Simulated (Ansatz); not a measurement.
## SrB4 (built on the sites of a database entry of SrIn4): a soft mode frozen in

Wanted: the energy along a soft mode of SrB4 (built on the sites of a database entry of SrIn4) and the structure at the end.

Method: DFT PBEsol, scalar-relativistic, plane waves, PAW, in Ansatz 0.2.0.

Report form: the programs' logs are mostly left out.

The structure was built from a prototype and need not be the compound's stable phase.

### 1. The structure

Symmetry: I4/mmm, No. 139, tetragonal system. The conventional cell has a = 3.146 Å, b = 3.146 Å, c = 10.522 Å, α = 90.00°, β = 90.00°, γ = 90.00°. Nearest to Sr lie 16 B at 2.83 to 3.06 Å and 4 Sr at 3.15 Å. Nearest to B lie 8 B at 1.80 to 2.22 Å and 4 Sr at 3.06 Å. Nearest to B lie 8 B at 1.80 to 2.84 Å and 4 Sr at 2.83 Å. Farther neighbours are not listed.

### 2. Phonons on a q mesh

The cell comes from relaxations at this level that are not shown. Stability and thermal properties need the whole zone. Linear response on a 2×2×2 q mesh gives force constants as far as a supercell of that size would.

The input, input.yaml:

```yaml
crystal:
  lattice:
    - [-1.5728358157, 1.5728358157, 5.2610765084]
    - [1.5728358157, -1.5728358157, 5.2610765084]
    - [1.5728358157, 1.5728358157, -5.2610765084]
  atoms:
    - { symbol: Sr, position: [0.0, 0.0, 0.0] }
    - { symbol: B, position: [0.25, 0.75, 0.5] }
    - { symbol: B, position: [0.75, 0.25, 0.5] }
    - { symbol: B, position: [0.3339941831, 0.3339941831, 0.0] }
    - { symbol: B, position: [0.6660058169, 0.6660058169, 0.0] }
kpoints:
  mp_grid: { grid: [16, 16, 16] }
hamiltonian:
  xc: pbesol
scf:
  occupations: { method: methfessel_paxton, width: 0.2 }
output:
  eigenvalues: true
phonons:
  method: dfpt
  qmesh: [2, 2, 2]
  temperatures: { t_max: 1000, t_step: 50 }
  qpath:
    path:
      - [[0.0, 0.0, 0.0], [0.0, 0.0, 0.5], [0.25, 0.25, 0.25], [0.0, 0.5, 0.0], [0.0, 0.0, 0.0], [0.5, 0.5, -0.5], [0.27234383, 0.72765617, -0.27234383]]
      - [[-0.27234383, 0.27234383, 0.27234383], [0.0, 0.0, 0.0]]
      - [[0.0, 0.0, 0.5], [-0.04468765, 0.04468765, 0.5]]
      - [[0.5, 0.5, -0.04468765], [0.5, 0.5, -0.5]]
    npoints: 10
```

Command:

```bash
$ ansatz run input.yaml --threads 8 --pin off --max-ram 14336MiB --backend cpu --events-out ev --progress --plain --runs-dir out
```

It took 6.2 min on 8 threads of Arm Neoverse V1, shared host; peak memory 2.5 GiB.

This step gave:

```yaml
volume_per_atom: 10.41 Å³
gap_on_the_k_mesh: 0 eV
sum_rule_residual_before_enforcement: 2.10e-5 eV/Å²
lowest_frequency_on_the_path: -459.5 cm⁻¹
point_group: 4/mmm
highest_frequency_on_the_path_or_at_a_solved_wavevector: 751.9 cm⁻¹
highest_optical_mode_at_the_zone_centre_no_lo_to_term: 747.6 cm⁻¹
lowest_optical_zone_centre_mode: -449.7 cm⁻¹
lowest_mode_on_the_q_mesh_acoustic_modes_at_gamma_apart: -459.5 cm⁻¹
```

Frequencies (cm⁻¹) solved at each irreducible wavevector; negative means imaginary. Frequencies by wavevector, by row:

| q in reciprocal lattice units | star | mode 1 | mode 2 | mode 3 | mode 4 | mode 13 | mode 14 | mode 15 |
| --- | --- | --- | --- | --- | --- | --- | --- | --- |
| 0 0 0 | 1 | -449.7 | -449.7 | 0 | 0 | 667.5 | 747.6 | 747.6 |
| 0 0 -0.5 | 2 | 61.2 | 149.1 | 160.4 | 180.6 | 625 | 684.6 | 688 |
| 0 -0.5 0 | 4 | -275.6 | -244.9 | 66.2 | 118.1 | 687.5 | 688.3 | 694.8 |
| -0.5 -0.5 -0.5 | 1 | -459.5 | -459.5 | 128.4 | 128.5 | 687.2 | 749.1 | 749.1 |

Interpolated from a 2×2×2 q mesh, rough between the solved points. The phonon branches at the labelled points (cm⁻¹):

| point | branch 1 | branch 2 | branch 3 | branch 4 | branch 12 | branch 13 | branch 14 | branch 15 |
| --- | --- | --- | --- | --- | --- | --- | --- | --- |
| Γ | -450 | -450 | 0 | 0 | 668 | 668 | 748 | 748 |
| halfway | -252 | 102 | 107 | 131 | 668 | 684 | 707 | 723 |
| X | 61 | 149 | 160 | 181 | 603 | 625 | 685 | 688 |
| halfway | 66 | 139 | 164 | 179 | 600 | 627 | 685 | 688 |
| P | 71 | 130 | 172 | 172 | 598 | 629 | 686 | 686 |
| halfway | -105 | -102 | 116 | 148 | 640 | 661 | 695 | 697 |
| N | -276 | -245 | 66 | 118 | 672 | 688 | 688 | 695 |
| halfway | -401 | -191 | -51 | 99 | 670 | 679 | 728 | 736 |
| Γ | -450 | -450 | 0 | 0 | 668 | 668 | 748 | 748 |
| halfway | -455 | -455 | 81 | 81 | 665 | 667 | 748 | 748 |
| M | -460 | -460 | 128 | 128 | 663 | 687 | 749 | 749 |
| halfway | -415 | -251 | 87 | 116 | 667 | 672 | 732 | 747 |
| S | -290 | -230 | 76 | 118 | 664 | 685 | 698 | 698 |
| jump to S0 | -290 | -230 | 76 | 118 | 664 | 685 | 698 | 698 |
| halfway | -392 | -114 | -74 | 106 | 672 | 680 | 725 | 731 |
| Γ | -450 | -450 | 0 | 0 | 668 | 668 | 748 | 748 |
| jump to X | 61 | 149 | 160 | 181 | 603 | 625 | 685 | 688 |
| halfway | 60 | 142 | 165 | 180 | 603 | 627 | 685 | 688 |
| R | 57 | 129 | 172 | 180 | 603 | 632 | 688 | 688 |
| jump to G′ | 57 | 129 | 172 | 180 | 603 | 632 | 688 | 688 |
| halfway | -294 | -63 | 34 | 139 | 664 | 680 | 725 | 728 |
| M | -460 | -460 | 128 | 128 | 663 | 687 | 749 | 749 |

Symmetry leaves 4 wavevectors to solve. The lowest mode among them, the acoustic zeros apart, lies at q = (-0.5, -0.5, -0.5) and is imaginary, 459.5i cm⁻¹, so the energy falls along it.

### 3. The mode frozen in, largest atomic shift 0 Å

The mode followed lies at Γ with frequency 449.7i cm⁻¹ and is 2-fold degenerate, one of the unstable modes though not the softest. At small amplitude the distorted cell has space group no. 12 by a symmetry search on the positions. The undistorted cell that holds it gives the zero of energy on the same k mesh.

input.yaml, the sections that differ from step 2:

```yaml
output:
  forces: true
  stress: true
  eigenvalues: true
# crystal, kpoints, hamiltonian, scf: as in step 2
# phonons: removed
```

The job ended after 2.4 s (8 threads; peak memory 0.54 GiB).

This step gave:

```yaml
pressure: 0.001444 GPa
energy_from_the_undistorted_cell: 0 meV/atom
```

The run ends at a pressure of 0.00 GPa, with forces up to 5.5e-4 eV/Å.

### 4. The mode frozen in, largest atomic shift 0.22 Å

The atoms are moved along the unstable eigenvector, the largest shift by 0.22 Å, with the cell fixed.

input.yaml, the sections that differ from step 3:

```yaml
crystal:
  lattice:
    - [-1.5728358157, 1.5728358157, 5.2610765084]
    - [1.5728358157, -1.5728358157, 5.2610765084]
    - [1.5728358157, 1.5728358157, -5.2610765084]
  atoms:
    - { symbol: Sr, position: [0.0, 0.0, 0.0] }
    - { symbol: B, position: [0.25, 0.6800626302, 0.4300626302] }
    - { symbol: B, position: [0.75, 0.3199373698, 0.5699373698] }
    - { symbol: B, position: [0.3339941831, 0.2797766777, -0.0542175055] }
    - { symbol: B, position: [0.6660058169, 0.7202233223, 0.0542175055] }
# kpoints, hamiltonian, scf, output: as in step 3
```

The job ended after 7.1 s (8 threads; peak memory 0.97 GiB; 53 s of CPU time).

This step gave:

| Item | Value |
| --- | --- |
| pressure | -0.1748 GPa |
| energy from the undistorted cell | -88.15 meV/atom |

The energy, extrapolated to zero smearing, is -88.15 meV/atom against the undistorted cell.

The run ends at a pressure of -0.17 GPa, with forces up to 1.4 eV/Å.

### 5. Energy along the mode, all amplitudes (two of the runs are shown above)

An imaginary frequency means negative curvature, so the energy should fall and then rise again as anharmonic terms take over.

Numbers from this step:

```yaml
depth_at_the_lowest_point_sampled: 88.15 meV/atom
largest_atomic_shift_at_that_point: 0.22 Å
```

The energy from the parent by largest atomic shift:

| largest atomic shift (Å) | energy from the parent (meV/atom) |
| --- | --- |
| 0.000 | 0 |
| 0.040 | -4.09 |
| 0.080 | -17.6 |
| 0.140 | -50.6 |
| 0.220 | -88.2 |
| 0.320 | -85.1 |
| 0.450 | 42.2 |

Displacement at unit largest shift by atom:

| atom | x (Å) | y (Å) | z (Å) | size |
| --- | --- | --- | --- | --- |
| Sr1 | 0.00 | 0.00 | 0.00 | 0.00 |
| B2 | -1.00 | 0.00 | 0.00 | 1.00 |
| B3 | 1.00 | 0.00 | 0.00 | 1.00 |
| B4 | -0.78 | 0.00 | 0.00 | 0.78 |
| B5 | 0.78 | 0.00 | 0.00 | 0.78 |

The lowest of the steps tried is at 0.22 Å, 88.2 meV/atom below the parent; the bottom of the well need not coincide with a step.

### 6. Relaxation from the frozen mode

Starting from the lowest point found, all atoms and the cell are let go, so that strain and other modes of the same symmetry can join in.

Edit input.yaml of step 4 so:

```diff
@@ -21 +21,6 @@
   eigenvalues: true
+relax:
+  adjacent_minimum: "off"
+  f_tol: 0.002
+  max_steps: 120
+  cell: { stress_tol: 0.03 }
```

Wall time 97 s (8 threads); peak memory 1.2 GiB; 13 min of CPU time.

The steps of the relaxation:

| step | energy less that of the first step (eV) | largest force component (eV/Å) | pressure (GPa) | volume (Å³) |
| --- | --- | --- | --- | --- |
| 1 | 0.0000 | 1.2763 | -0.17 | 52.06 |
| 2 | -0.3704 | 0.7387 | -3.66 | 53.29 |
| 3 | -0.5228 | 0.3384 | -1.78 | 52.70 |
| 4 | -0.5616 | 0.1689 | 0.11 | 52.49 |
| 5 | -0.5664 | 0.0845 | 0.60 | 52.13 |
| 6 | -0.5683 | 0.0332 | 0.05 | 52.39 |
| 7 | -0.5681 | 0.0510 | 0.10 | 52.42 |
| 8 | -0.5685 | 0.0051 | 0.00 | 52.44 |
| 9 | -0.5685 | 0.0017 | 0.00 | 52.45 |
| 10* | -0.5728 | 0.0008 | 0.10 | 52.45 |
| 11 | -0.5727 | 0.0043 | -0.10 | 52.51 |
| 12 | -0.5728 | 0.0006 | 0.00 | 52.49 |
| 13* | -0.5728 | 0.0007 | 0.00 | 52.49 |

Relaxation steps marked * repeat the geometry before them on a plane-wave basis chosen anew for their cell, so energy and pressure can jump there. Relaxation step 7 was tried and not accepted.

The run keeps the 4 symmetry operations that it works with, so distortions that break them were not tested.

| cell as run | before | after | change |
| --- | --- | --- | --- |
| a (Å) | 5.712 | 5.923 | +3.7 % |
| b (Å) | 5.712 | 5.637 | -1.3 % |
| c (Å) | 5.712 | 5.923 | +3.7 % |
| α (°) | 148.03 | 147.34 | -0.5 % |
| β (°) | 148.03 | 150.36 | +1.6 % |
| γ (°) | 45.84 | 45.22 | -1.4 % |
| volume (Å³/atom) | 10.41 | 10.50 | +0.8 % |

The atoms that moved most (Å, as changes of fractional coordinates times the final cell):

| atom | dx | dy | dz | length |
| --- | --- | --- | --- | --- |
| B5 | 0.080 | 0.000 | 0.157 | 0.177 |
| B4 | -0.080 | 0.000 | -0.157 | 0.177 |
| B2 | -0.101 | 0.000 | 0.124 | 0.160 |
| B3 | 0.101 | 0.000 | -0.124 | 0.160 |

Numbers from this step:

| Item | Value |
| --- | --- |
| pressure | -0.003175 GPa |
| volume per atom | 10.50 Å³ |

The distorted start has space group C2/m; the relaxation ends in C2/m.

### 7. The new phase in its own primitive cell

The relaxed structure is symmetrised, reduced to its primitive cell and relaxed tightly, as its phonons need.

The input, input.yaml:

```yaml
crystal:
  lattice:
    - [5.4293563107, -1.5148715741, 0.0]
    - [5.4293563107, 1.5148715741, 0.0]
    - [-0.675046292, 0.0, 3.1907730865]
  atoms:
    - { symbol: Sr, position: [0.0, 0.0, 0.0] }
    - { symbol: B, position: [0.7387414668, 0.7387414668, 0.1396428231] }
    - { symbol: B, position: [0.2612585332, 0.2612585332, 0.8603571769] }
    - { symbol: B, position: [0.681163388, 0.681163388, 0.5999139983] }
    - { symbol: B, position: [0.318836612, 0.318836612, 0.4000860017] }
kpoints:
  mp_grid: { grid: [12, 12, 12] }
hamiltonian:
  xc: pbesol
scf:
  occupations: { method: methfessel_paxton, width: 0.2 }
output:
  forces: true
  stress: true
  eigenvalues: true
relax:
  adjacent_minimum: "off"
  f_tol: 0.001
  max_steps: 60
  cell: { stress_tol: 0.01 }
```

It took 36 s on 8 threads; peak memory 0.71 GiB.

The steps of the relaxation:

| step | energy less that of the first step (eV) | largest force component (eV/Å) | pressure (GPa) | volume (Å³) |
| --- | --- | --- | --- | --- |
| 1 | 0.0000 | 0.0269 | -0.02 | 52.49 |
| 2 | -0.0001 | 0.0245 | 0.01 | 52.48 |
| 3 | -0.0002 | 0.0125 | 0.00 | 52.49 |
| 4 | -0.0002 | 0.0057 | 0.01 | 52.48 |
| 5 | -0.0002 | 0.0037 | 0.03 | 52.48 |
| 6 | -0.0002 | 0.0005 | -0.02 | 52.50 |
| 7 | -0.0002 | 0.0003 | 0.00 | 52.49 |
| 8* | -0.0002 | 0.0003 | 0.00 | 52.49 |
| 9 | -0.0002 | 0.0008 | 0.01 | 52.49 |
| 10 | -0.0002 | 0.0001 | 0.00 | 52.49 |
| 11* | -0.0002 | 0.0001 | 0.00 | 52.49 |

Relaxation steps marked * repeat the geometry before them on a plane-wave basis chosen anew for their cell, so energy and pressure can jump there. Relaxation step 9 was tried and not accepted.

Forces are held to the 4 operations that the run works with; a distortion that breaks them can't arise in this run.

| cell as run | before | after | change |
| --- | --- | --- | --- |
| a (Å) | 5.637 | 5.639 | +0.0 % |
| b (Å) | 5.637 | 5.639 | +0.0 % |
| c (Å) | 3.261 | 3.262 | +0.0 % |
| α (°) | 101.50 | 101.38 | -0.1 % |
| β (°) | 101.50 | 101.38 | -0.1 % |
| γ (°) | 31.18 | 31.13 | -0.2 % |
| volume (Å³/atom) | 10.50 | 10.50 | +0.0 % |

The relaxed structure:

```xyz
5
Lattice="5.4326 -1.5133 0.0062 5.4326 1.5133 0.0062 -0.6718 0.0000 3.1916" Properties=species:S:1:pos:R:3 pbc="T T T"
Sr    0.0000    0.0000    0.0000
B     7.9295    0.0000    0.4524
B     2.2639    0.0000    2.7515
B     6.9976    0.0000    1.9229
B     3.1958    0.0000    1.2810
```

This step gave:

| Item | Value |
| --- | --- |
| pressure | -1.77e-4 GPa |

The largest force component left is 0.077 meV/Å and the pressure is 0.000 GPa, within the tolerances set. The cell now holds 10.50 Å³/atom.

### 8. Modes of the new phase, k-mesh 12×12×12

A relaxed structure may still be a saddle point, so its zone-centre modes are computed. No field response is asked, since the mesh shows no gap.

The input, input.yaml:

```yaml
crystal:
  lattice:
    - [5.4326489187, -1.5133222399, 0.0061710468]
    - [5.4326489187, 1.5133222399, 0.0061710468]
    - [-0.6718290142, 0.0, 3.1915661705]
  atoms:
    - { symbol: Sr, position: [0.0, 0.0, 0.0] }
    - { symbol: B, position: [0.7383931538, 0.7383931538, 0.1389067378] }
    - { symbol: B, position: [0.2616068462, 0.2616068462, 0.8610932622] }
    - { symbol: B, position: [0.6811268675, 0.6811268675, 0.5998743494] }
    - { symbol: B, position: [0.3188731325, 0.3188731325, 0.4001256506] }
kpoints:
  mp_grid: { grid: [12, 12, 12] }
hamiltonian:
  xc: pbesol
scf:
  occupations: { method: methfessel_paxton, width: 0.2 }
output:
  eigenvalues: true
phonons:
  method: dfpt
```

It took 61 s on 8 threads; peak memory 1.5 GiB; 7.3 min of CPU time.

This step gave:

```
sum-rule residual before enforcement                    : 6.06e-5 eV/Å²
point group                                             : 2/m
highest optical mode at the zone centre (no LO-TO term) : 1002 cm⁻¹
lowest optical zone-centre mode                         : 145.4 cm⁻¹
```

Patterns of degenerate modes are one choice out of their space. The modes at Γ (shares of kinetic energy by element, %):

| mode | frequency (cm⁻¹) | symmetry | Sr % | B % |
| --- | --- | --- | --- | --- |
| 1 | 0.0 | acoustic | 67 | 33 |
| 2 | 0.0 | acoustic | 67 | 33 |
| 3 | 0.0 | acoustic | 67 | 33 |
| 4 | 145.4 | Bg | 0 | 100 |
| 5 | 186.2 | Bu | 33 | 67 |
| 6 | 190.0 | Au | 33 | 67 |
| 7 | 238.8 | Bu | 32 | 68 |
| 8 | 391.2 | Ag | 0 | 100 |
| 9 | 485.1 | Ag | 0 | 100 |
| 10 | 489.8 | Bu | 1 | 99 |
| 11 | 525.1 | Au | 0 | 100 |
| 12 | 641.6 | Ag | 0 | 100 |
| 13 | 781.8 | Bg | 0 | 100 |
| 14 | 983.1 | Bu | 0 | 100 |
| 15 | 1001.6 | Ag | 0 | 100 |

Displacements in mode 4 (145.4 cm⁻¹), the largest set to 1:
```
Sr1  0.00  0.00  0.00
B2   0.00 -0.31  0.00
B3   0.00  0.31  0.00
B4   0.00  1.00  0.00
B5   0.00 -1.00  0.00
```

Displacements in mode 15 (1001.6 cm⁻¹), the largest set to 1:
```
Sr1  0.00  0.00  0.00
B2   0.31  0.00 -1.00
B3  -0.31  0.00  1.00
B4  -0.15  0.00  0.74
B5   0.15  0.00 -0.74
```

Before it was imposed, the acoustic sum rule was missed by 6.1e-5 eV/Å². Small misses are needed for a sound result but don't prove that mesh and cutoff are converged. The lowest optical mode is real, 145 cm⁻¹.

### 9. What came out

| Quantity | Value |
| --- | --- |
| unstable mode of the parent | q = (0, 0, 0), 450i cm⁻¹ |
| depth at the lowest point sampled | 88.2 meV/atom |
| largest atomic shift at that point | 0.22 Å |
| space group reached (within 0.01 Å) | C2/m |
| energy gained over the parent (first relaxation, on the mesh of the frozen mode) | 203 meV/atom |
| volume per atom, phase reached | 10.5 Å³ |
| lowest optical zone-centre mode, phase reached | 145 cm⁻¹ |
| highest optical mode at the zone centre (no LO-TO term), phase reached | 1002 cm⁻¹ |

Along this mode the structure falls into C2/m, 203 meV/atom below the parent. At the parent's cell the well is 88.15 meV/atom deep on the steps tried, with its lowest point at a shift of 0.22 Å. Relaxing atoms and cell changes the gain by +114.62 meV/atom against the lowest step (energies at zero smearing). The new phase has no imaginary mode at the zone centre of its cell; other wavevectors were not checked. Of the 5 patterns followed to their end from this parent, this one ends 51.5 meV/atom above the lowest, Cmcm. Each path keeps the symmetry of its pattern, so a lower phase may lie along a pattern not tried. The q mesh stands for a supercell only 6.3 Å across, so branches between the solved wavevectors are rough. With no gap, or one that is small against the smearing, the frequencies hang on the k mesh and the smearing, most of all near Kohn anomalies. A phonon run warned that its eigensolver left some bands unconverged in a pass. The starting cell was built on a prototype and not taken from a measurement, so the phase need not exist.

[Logs are printed without paths, hosts, clocks, repeated set-up lines and the standing remarks that a program may print on its own settings, such as how far it seeks lower states.]

[Hosts, paths, dates, database ids (printed as entryN), source tags and the programs' standing remarks are cut or masked in the printed files.]
